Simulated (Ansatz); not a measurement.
# Electron scattering at the twin(10-13) boundary in hcp Ru, starting shift (0.33, 0), part 2 of 2

Aim: the relaxed structure and the specific resistance of the twin(10-13) boundary in hcp Ru, starting shift (0.33, 0).

Ansatz 0.2.0; Ansatz plane-wave DFT, PBE, PAW files; relaxation of a bicrystal slab with its lowest layers held; PAW set soft_1 (the session's first sound run).

So far. Step 2 (Relaxing the bicrystal): The largest force component on a free atom ends at 0.028 eV/Å, under the tolerance of 0.03, after 13 steps.

## 3. Transmission across the boundary

Bulk layers of each grain are laid under and over the relaxed boundary, and a lead is named in the middle of each, away from the free faces. The mesh across the current, 8×24, is finer than the density's, because channels open and close sharply across the zone. Energies from -0.1 to 0.1 eV in steps of 0.05 eV are too few for the program's thermal sum, so it prints no conductance; for a metal the transmission near the Fermi level serves, at a fraction of the cost.

This step: Ansatz plane-wave DFT, PBE, PAW files; ballistic transport by layer matching (Landauer), zero bias; boundary relaxed in a short slab, bulk layers laid on; PAW set soft_1 (Ansatz 0.2.0).

System of this step: twin(10-13) boundary in hcp Ru, starting shift (0.33, 0). The cell holds 72 atoms: 72 Ru. Cell: a = 8.342 Å, b = 2.706 Å, c = 51.832 Å, α = 90.0°, β = 90.0°, γ = 80.7°. It derives from Ru. Regions: lower grain, 28 atoms (28 Ru); boundary, 20 atoms (20 Ru); upper grain, 24 atoms (24 Ru). Vacuum lies along c.

File input.yaml:

```yaml
crystal:
  lattice:
    - [8.3417110409, 0.0, 0.0]
    - [0.4388400416, 2.669976228, 0.0]
    - [0.0, 0.0, 51.8321709482]
  atoms:
    - { symbol: Ru, position: [4.6263567791, -10.3548450563, 0.0771721486] }
    - { symbol: Ru, position: [4.9237476689, -10.5035405011, 0.0967703112] }
    - { symbol: Ru, position: [4.3832258469, -9.7332795902, 0.1006899437] }
    - { symbol: Ru, position: [4.6806167368, -9.881975035, 0.1202881062] }
    - { symbol: Ru, position: [4.1400949148, -9.1117141241, 0.1242077387] }
    - { symbol: Ru, position: [4.4374858046, -9.260409569, 0.1438059013] }
    - { symbol: Ru, position: [3.8969639826, -8.4901486581, 0.1477255338] }
    - { symbol: Ru, position: [4.1943548724, -8.6388441029, 0.1673236964] }
    - { symbol: Ru, position: [3.6538330504, -7.868583192, 0.1712433289] }
    - { symbol: Ru, position: [3.9512239403, -8.0172786368, 0.1908414914] }
    - { symbol: Ru, position: [3.4107021182, -7.2470177259, 0.1947611239] }
    - { symbol: Ru, position: [3.7080930081, -7.3957131707, 0.2143592865] }
    - { symbol: Ru, position: [3.1675711861, -6.6254522598, 0.218278919] }
    - { symbol: Ru, position: [3.4649620759, -6.7741477046, 0.2378770815] }
    - { symbol: Ru, position: [2.9244402539, -6.0038867937, 0.241796714] }
    - { symbol: Ru, position: [3.2218311437, -6.1525822385, 0.2613948766] }
    - { symbol: Ru, position: [2.6813093217, -5.3823213276, 0.2653145091] }
    - { symbol: Ru, position: [2.9787002116, -5.5310167724, 0.2849126716] }
    - { symbol: Ru, position: [2.4381783895, -4.7607558615, 0.2888323042] }
    - { symbol: Ru, position: [2.7355692794, -4.9094513063, 0.3084304667] }
    - { symbol: Ru, position: [2.1950474574, -4.1391903954, 0.3123500992] }
    - { symbol: Ru, position: [2.4924383472, -4.2878858403, 0.3319482618] }
    - { symbol: Ru, position: [1.9519165252, -3.5176249294, 0.3358678943] }
    - { symbol: Ru, position: [2.249307415, -3.6663203742, 0.3554660568] }
    - { symbol: Ru, position: [1.708785593, -2.8960594633, 0.3593856893] }
    - { symbol: Ru, position: [2.0061764829, -3.0447549081, 0.3789838519] }
    - { symbol: Ru, position: [1.4656546609, -2.2744939972, 0.3829034844] }
    - { symbol: Ru, position: [1.7630455507, -2.423189442, 0.4025016469] }
    - { symbol: Ru, position: [0.2225237287, 0.3470714689, 0.4064212794] }
    - { symbol: Ru, position: [0.5199146185, 0.1983760241, 0.426019442] }
    - { symbol: Ru, position: [0.9779769482, 0.9696375138, 0.4299216973] }
    - { symbol: Ru, position: [0.2754892247, 0.8205508531, 0.4492603296] }
    - { symbol: Ru, position: [0.7358631427, 0.5904710452, 0.4536589302] }
    - { symbol: Ru, position: [0.0275675683, 0.4446882657, 0.4750624153] }
    - { symbol: Ru, position: [0.4880738628, 0.2141046349, 0.4766414603] }
    - { symbol: Ru, position: [0.783076135, 0.0674560141, 0.4963613226] }
    - { symbol: Ru, position: [0.2572002762, 0.830133766, 0.4991316663] }
    - { symbol: Ru, position: [0.5337160381, 0.6917703002, 0.5209903978] }
    - { symbol: Ru, position: [0.0230119531, -0.0521409274, 0.5283110136] }
    - { symbol: Ru, position: [0.7364792325, 0.0906780988, 0.5476176181] }
    - { symbol: Ru, position: [0.2837458144, 0.3180115022, 0.5459280782] }
    - { symbol: Ru, position: [-0.011226149, 0.4651502255, 0.5702926079] }
    - { symbol: Ru, position: [0.5249427418, 0.6968619352, 0.5731728965] }
    - { symbol: Ru, position: [0.2312834424, 0.8435288219, 0.592219151] }
    - { symbol: Ru, position: [0.7702385986, 0.0747519658, 0.5978605131] }
    - { symbol: Ru, position: [0.4710626928, 0.2239536502, 0.6169902897] }
    - { symbol: Ru, position: [0.0165543954, 0.4513399553, 0.6208875297] }
    - { symbol: Ru, position: [0.7179358809, 0.6011411845, 0.6407429291] }
    - { symbol: Ru, position: [2.2590715153, -3.1696726186, 0.6445339432] }
    - { symbol: Ru, position: [1.9616806254, -3.0209771738, 0.6641321057] }
    - { symbol: Ru, position: [2.5022024474, -3.7912380847, 0.6680517382] }
    - { symbol: Ru, position: [2.2048115576, -3.6425426399, 0.6876499008] }
    - { symbol: Ru, position: [2.7453333796, -4.4128035508, 0.6915695333] }
    - { symbol: Ru, position: [2.4479424898, -4.264108106, 0.7111676958] }
    - { symbol: Ru, position: [2.9884643118, -5.0343690169, 0.7150873284] }
    - { symbol: Ru, position: [2.691073422, -4.8856735721, 0.7346854909] }
    - { symbol: Ru, position: [3.231595244, -5.655934483, 0.7386051234] }
    - { symbol: Ru, position: [2.9342043541, -5.5072390382, 0.758203286] }
    - { symbol: Ru, position: [3.4747261761, -6.2774999491, 0.7621229185] }
    - { symbol: Ru, position: [3.1773352863, -6.1288045042, 0.781721081] }
    - { symbol: Ru, position: [3.7178571083, -6.8990654151, 0.7856407135] }
    - { symbol: Ru, position: [3.4204662185, -6.7503699703, 0.8052388761] }
    - { symbol: Ru, position: [3.9609880405, -7.5206308812, 0.8091585086] }
    - { symbol: Ru, position: [3.6635971506, -7.3719354364, 0.8287566711] }
    - { symbol: Ru, position: [4.2041189727, -8.1421963473, 0.8326763036] }
    - { symbol: Ru, position: [3.9067280828, -7.9935009025, 0.8522744662] }
    - { symbol: Ru, position: [4.4472499048, -8.7637618134, 0.8561940987] }
    - { symbol: Ru, position: [4.149859015, -8.6150663686, 0.8757922613] }
    - { symbol: Ru, position: [4.690380837, -9.3853272795, 0.8797118938] }
    - { symbol: Ru, position: [4.3929899472, -9.2366318347, 0.8993100563] }
    - { symbol: Ru, position: [4.9335117692, -10.0068927456, 0.9032296888] }
    - { symbol: Ru, position: [4.6361208793, -9.8581973008, 0.9228278514] }
kpoints:
  mp_grid: { grid: [3, 9, 1] }
hamiltonian:
  xc: pbe
  pseudopotentials: { kind: paw, azcp: { folder: soft_1 } }
scf:
  occupations: { method: fermi_dirac, width: 0.1 }
output:
  transmission:
    leads: [[16, 18], [56, 58]]
    kmesh: [8, 24]
    e_range: [-0.1, 0.1]
    de: 0.05
  write_potential: true
  write_density: true
  volumetric_format: npy
  elf: true
```

Launch:

```sh
ansatz run input.yaml --threads 4 --pin off --max-ram 15360MiB --backend cpu --events-out ev --progress --plain --runs-dir out
```

Numbers of over 12 decimals in the logs are rounded to 6 here.

Output:

```text
[...]
Crystal: 72 atoms, lattice volume = 1154.415 Å³
Basis set: ecut = 420 eV, 22671 PW (Γ)
Bands: 692, of which v1, the nominal top of the filled ones, is band 576 counted from 1 (575 counted from 0)
Symmetry: 1 space group operations
[...]
k-points: 14 of 27 (time reversal used)
[...]
SCF iter   1: F=—  HF=-423305.280728 eV  |F-HF|=—  |Δ(HF+E_count)|=         —  Δρ=1.11e-1  dr2=5.10e2  ethr=3.10e-3  ⟨swp⟩=6.9  Hψ=34815  notcnv=0
[...]
SCF iter  13: F=-423259.256872 eV  HF=-423259.256872 eV  |F-HF|=9.20e-9  |Δ(HF+E_count)|=   2.60e-8  Δρ=8.09e-7  dr2=1.57e-8  ethr=8.68e-12  ⟨swp⟩=2.4  Hψ=17220  notcnv=0
SCF 1 converged in 13 iterations: F = -423259.256872 eV  dr2 = 1.57e-8
[...]
transmission: 745 of 7448 steps passed
transmission: 1490 of 7448 steps passed
[...]
transmission: 7448 of 7448 steps passed
WARN: The output density's exchange-correlation potential varies sharply where the density is thin. Do not read a vacuum level from v_tot or v_xc, or from such a field of the output density. On a cell that repeats whose density bears no net charge and no dipole along the vacuum's axis use v_es (v_loc + v_h of the components); under efield.dipole_correction with no amplitude use v_es + v_field, which holds any externa [...]
SCF converged after 13 iterations
Free energy (F): -423259.256872 eV
[...]
Internal energy: -423257.108912 eV  (E = F + TS)
E sigma→0 (E₀):  -423258.182892 eV
Entropy (-TS):   -2.147959 eV (-29.833 meV/atom)
Fermi energy:    19.078712 eV
[...]
--- Band table (eV; the first three rows and the last of 14) ---
  k-point 0: bands = [... 572 lower, 18.8175, 18.8428, 18.8717, 18.8817, 18.9363, 18.9413, 18.9495, 18.9869, ... 112 higher]
  k-point 1: bands = [... 572 lower, 18.6323, 18.6882, 18.7072, 18.7210, 18.7670, 18.8173, 18.8358, 18.8742, ... 112 higher]
  k-point 2: bands = [... 572 lower, 18.5237, 18.5588, 18.5849, 18.6046, 18.6299, 18.6473, 18.7151, 18.7545, ... 112 higher]
  k-point 13: bands = [... 572 lower, 18.3770, 18.3953, 18.4111, 18.4503, 18.4640, 18.4853, 18.5152, 18.5441, ... 112 higher]
--- Transmission ---
  basis      : 195 plane waves across, 76 finite elements along
  points     : 98, standing for a mesh of 8 x 24
  energies   : 5 from -0.100000 to 0.100000 eV about the Fermi level, 0.050000 eV apart; the leads are filled to 0.000000 eV, and channels, transmission and decay are at 0.000000 eV
  crystal 0  : Ru4, at the sites [16, 18], period 2.4380 Å, over 18.28 Å; its Hamiltonian steps by up to 16.5 meV
    offset         : up to 0.0000 Å between an atom of the period and one for which it stands
    channels       : 5.104167e0 a spin
    conductance    : none, the energies end too early or step too widely for 300 K: set another output.transmission.e_range or a lower de, or, where they end at an eighth of basis.ecutwfc, a higher one
[...]
channels       : 5.104167e0 a spin
[...]
junction   : crystal 0 to crystal 1, 13.04 to 38.79 Å
    transmission   : 2.687751e0 a spin
[...]
```

Elapsed: 25 min, on 4 threads of Intel Xeon Platinum 8488C (Sapphire Rapids), shared host; peak memory 12 GiB.

The column dr2 measures how far the density is from self-consistency, as an energy; F and HF (Harris–Foulkes) agree once it is small.

Numbers from this step:

```yaml
free_energy: -423259.2569 eV
energy_at_zero_smearing: -423258.1829 eV
fermi_energy: 19.08 eV
cell_area: 22.27 Å²
transmission_per_spin_nearest_the_fermi_level: 2.688
open_channels_per_spin_nearest_the_fermi_level: 5.104
open_channels_per_spin_upper_lead: 5.104
step_of_the_lead_s_potential: 16.5 meV
step_of_the_upper_lead_s_potential: 15.7 meV
```

Per spin. Table of transmission, zone mean by energy, zero at the Fermi level:

| energy (eV) | transmission, zone mean |
| --- | --- |
| -0.1000 | 2.74 |
| -0.0500 | 2.73 |
| 0.0000 | 2.69 |
| 0.0500 | 2.62 |
| 0.1000 | 2.66 |

Per spin. The open channels, zone mean by energy, zero at the Fermi level:

| energy (eV) | lead | upper lead |
| --- | --- | --- |
| -0.1000 | 5.08 | 5.09 |
| -0.0500 | 5.19 | 5.20 |
| 0.0000 | 5.10 | 5.10 |
| 0.0500 | 4.98 | 4.98 |
| 0.1000 | 4.94 | 4.94 |

Transmission over k1 and k2. At 0.0000 eV from the Fermi level.

Ten even steps from '0' (1.00) to '9' (7.93):
```
12222222
11111211
00000110
11110000
01011001
11110001
21220012
22221122
33322223
33233332
54479865
64889884
55689744
32333323
33222233
22211222
22100221
11000111
01001101
10000111
00110000
11121111
12222222
22222222
```
Columns: k1 (b1) from -0.5 to 0.375; rows upwards: k2 (b2) from -0.5 to 0.458.

Open channels over k1 and k2. At 0.0000 eV from the Fermi level.

Ten even steps from '0' (3.0) to '9' (11.0):
```
12323232
12212313
10011001
10110000
12222222
22211111
22220112
22221122
22223322
22255332
53369863
53789873
53689633
22335522
22233222
22211222
22110222
21111122
12222222
10000110
11001100
13132122
12323232
22522252
```
Columns: k1 (b1) from -0.5 to 0.375; rows upwards: k2 (b2) from -0.5 to 0.458.

Electrostatic potential energy in the ca plane at fractional y = 0.067, with atoms of Ru within 0.2 Å of it. With pseudopotentials it is smooth inside the atoms' cores, unlike the true potential.

Ten even steps from '0' (-61 eV) to '9' (24 eV), each cell a mean:
```
97200279988999998899862137986100589999999999
98522589999999999999840005885000489999999999
99877899999999999999840005897312689999999999
99999888999987789999974247998767899999999999
99998645799841148999998789999999999999999999
99997200489710027999999999999998667899999999
99996000279720027999999999999986102699999999
99997200489852258999999999999984000589999999
99998655799987789999999999999985001689999999
99999988999999998999998778999998545899999999
99989999988899876689986336899999889999999999
98878999987789741268973004899889999999999999
98777899987899730158984115898778999999999999
99888999998999853479997667998667999999999999
99999888899999987789999889998778999999999999
78999865789988899988778999999889999999999999
57899854689865689985347998889999999999999999
57999876788731379973126898678999999999999999
78999988999721379985347997678999999999999999
99888899999854689998778998889999999999999999
98633689999988899999999999999888999999999999
97300279999999999899987779998535799999999999
```
Columns run along c (16.0 Å, from fractional 0.69 to 1.00 of the cell; values clipped at the 3rd and 97th percentile), rows up along a (8.3 Å). Atoms in or near the plane, at fractional coordinates: Ru at (0.73, 0.69), Ru at (0.79, 0.72), Ru at (0.85, 0.91), Ru at (0.90, 0.93), Ru at (0.92, 0.64).

Valence density in the ca plane at fractional y = 0.067, with atoms of Ru within 0.2 Å of it. It is the smooth field of the valence electrons, not physical close to the nuclei.

Ten steps, logarithmic in the rise over the least value, from '0' (0 e/Å³) to '9' (11 e/Å³), each cell a mean:
```
34799843333322223333357875336898631000000000
33677633333322223333479996336899731000000000
23344432233322222222369986335788531000000000
22333333322345543222357764333555321100000000
33233566433468864222234443222333332100000000
33335798743589985322222222332234565310000000
32235899743589985333322222333336887520000000
22235798643367764333332222333347998621000000
22223566433334433333332223222236898520000000
32223333333333333333333443322234676310000000
33333222334333345543336775322223333110000000
33444322344433478753347887433333221100000000
33454322334433478863346886434554211000000000
33344333333323467753234654334554210000000000
33333344332222344433333333233443210000000000
44323456533333333334543322333332100000000000
64322466543456533346764333433221100000000000
54322355433578743347875334543211000000000000
43322333333578753346764334553211000000000000
33344332223466543334443333443221100000000000
33577532222334333333333333333333210000000000
34799743233322233333334543334676420000000000
```
Columns run along c (16.0 Å, from fractional 0.69 to 1.00 of the cell), rows up along a (8.3 Å). Atoms in or near the plane, at fractional coordinates: Ru at (0.73, 0.69), Ru at (0.79, 0.72), Ru at (0.85, 0.91), Ru at (0.90, 0.93), Ru at (0.92, 0.64).

ELF in the ca plane at fractional y = 0.067, with atoms of Ru within 0.2 Å of it. It is the smooth field of the valence electrons, not physical close to the nuclei.

Ten even steps from '0' (0.00) to '9' (0.61), each cell a mean:
```
45899954444444334445468985446999831110000000
44689645444444444444479997457999842211000000
54455445444543345444379996445899643321000000
54444444445445544444358874444565544321000000
44554676444479974344444444544444553221100000
44545899744599995344554344444445775321100000
44446989854599985444444444444446999631100000
44435899744468864544444444444447999731100000
44444576545444544544444345443447999621100000
34344433444444444444444554443445787421000000
44334444444345456644546886343345443211000000
44454333345444579964448998443334543221000000
54454344344444589964447997444554444321000000
54444444443344468854445664444665333211000000
44444444444444445554444434444554222110000000
54444466544434444445544444444443211100000000
75343467644467644447875443444543211000000000
64344356444589854448986444554444211000000000
44444443344589854447875444554444321000000000
44444444344467644544544443444443211000000000
54688644434444444444444444444443211000000000
44899944434444444334545544444687421000000000
```
Columns run along c (16.0 Å, from fractional 0.69 to 1.00 of the cell), rows up along a (8.3 Å). Atoms in or near the plane, at fractional coordinates: Ru at (0.73, 0.69), Ru at (0.79, 0.72), Ru at (0.85, 0.91), Ru at (0.90, 0.93), Ru at (0.92, 0.64).

Over the solved energies the transmission per spin lies between 2.62 and 2.74, out of 5.06 channels of the lead on average (up to 5.19).

## 4. Specific resistance

This step: Ansatz plane-wave DFT, PBE, PAW files; ballistic transport by layer matching (Landauer), zero bias; specific resistance of the boundary; PAW set soft_1 (Ansatz 0.2.0).

Numbers from this step:

* area resistance: 0.5023 fΩ m²
* T over the leads' mean channel count: 0.5307

Averaged over the energies near the Fermi level, 53.1 % of the channels pass, which makes 0.502 fΩ m².

By hand, with T and the leads' channels N averaged over the energies near the Fermi level: RA = A (h/2e²)(1/T − ½[1/N₁ + 1/N₂]) = 22.27×10⁻²⁰ m² × 12 906 Ω × (1/2.685 − ½[1/5.058 + 1/5.061]) = 0.502 fΩ m².

## 5. Outcome

```
specific resistance of the boundary : 0.502 fΩ m²
share of channels that pass         : 0.531
```

What this shows: The boundary has a specific resistance of 0.50 fΩ m². The boundary reflects 47 % of the channels; 0.50 fΩ m² is 5.0×10⁻¹² Ω·cm². In the relaxation the upper grain slid sideways by about 0.8 Å, so the result belongs to the position that it found, not to the starting one. One starting structure was relaxed; another shift or atom count at the boundary may lie lower.

[Logs are printed without paths, hosts, clocks, repeated set-up lines and the standing remarks that a program may print on its own settings, such as how far it seeks lower states.]

[Hosts, paths, dates, database ids (printed as entryN), source tags and the programs' standing remarks are cut or masked in the printed files.]
